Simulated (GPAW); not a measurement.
Computed results, one entry a study.

```
! title: ZnWO4 (P2/c): one start, several treatments of the self-energy
! method: DFT, LDA, plane waves, PAW (and 1 further level or step)
! program: GPAW 26.7.0
! settings of one run: cutoff 600 eV, GPAW PAW setups 1.2.1 data release, 4×2×4 k-mesh, nbands 116
! cost: 4 runs, 15 min in all on 4 MPI ranks of Intel Xeon Platinum 8259CL at 2.50GHz (Skylake/Cascade Lake), shared host (the runs of this entry)
! notes: The cell and positions come from the Crystallography Open Database and are kept as given unless a step says otherwise. Limits: no spin-orbit coupling. Bands and cutoff are finite, so the gap is not at the basis limit. The miss can reach some tenths of an eV and take either sign; the mesh is an error of its own. The 4×2×4 mesh is coarse for this cell, which bears on the long-range parts of exchange and screening.
! G0W0, Godby-Needs plasmon pole: 5.081 eV
! G0W0, full frequency, Hilbert transform: 5.034 eV
! G0W0, multipole: 5.043 eV
! known limits: not at the basis limit; d shell near the gap, gap tends to lie low; no spin-orbit coupling; coarse k mesh
CELL_PARAMETERS angstrom
4.69860 0.00000 0.00000
0.00000 5.72930 0.00000
-0.05299 0.00000 4.93642
ATOMIC_POSITIONS crystal
Zn 0.50000 0.68400 0.25000
Zn 0.50000 0.31600 0.75000
W 0.00000 0.18258 0.25000
W 0.00000 0.81742 0.75000
O 0.21690 0.10510 0.93630
O 0.78310 0.10510 0.56370
O 0.78310 0.89490 0.06370
O 0.21690 0.89490 0.43630
O 0.25650 0.37770 0.39960
O 0.74350 0.37770 0.10040
O 0.74350 0.62230 0.60040
O 0.25650 0.62230 0.89960
```

[Paths, hosts, dates, memory and timing lines, banners, echoed tables and standing remarks are left out of the program output.]

[Logs are printed without paths, hosts, clocks, repeated set-up lines and the standing remarks that a program may print on its own settings, such as how far it seeks lower states.]

[Runs of the session that timed out or met a known fault of the program may be left out.]

[Hosts, paths, dates, database ids (printed as entryN), source tags and the programs' standing remarks are cut or masked in the printed files.]
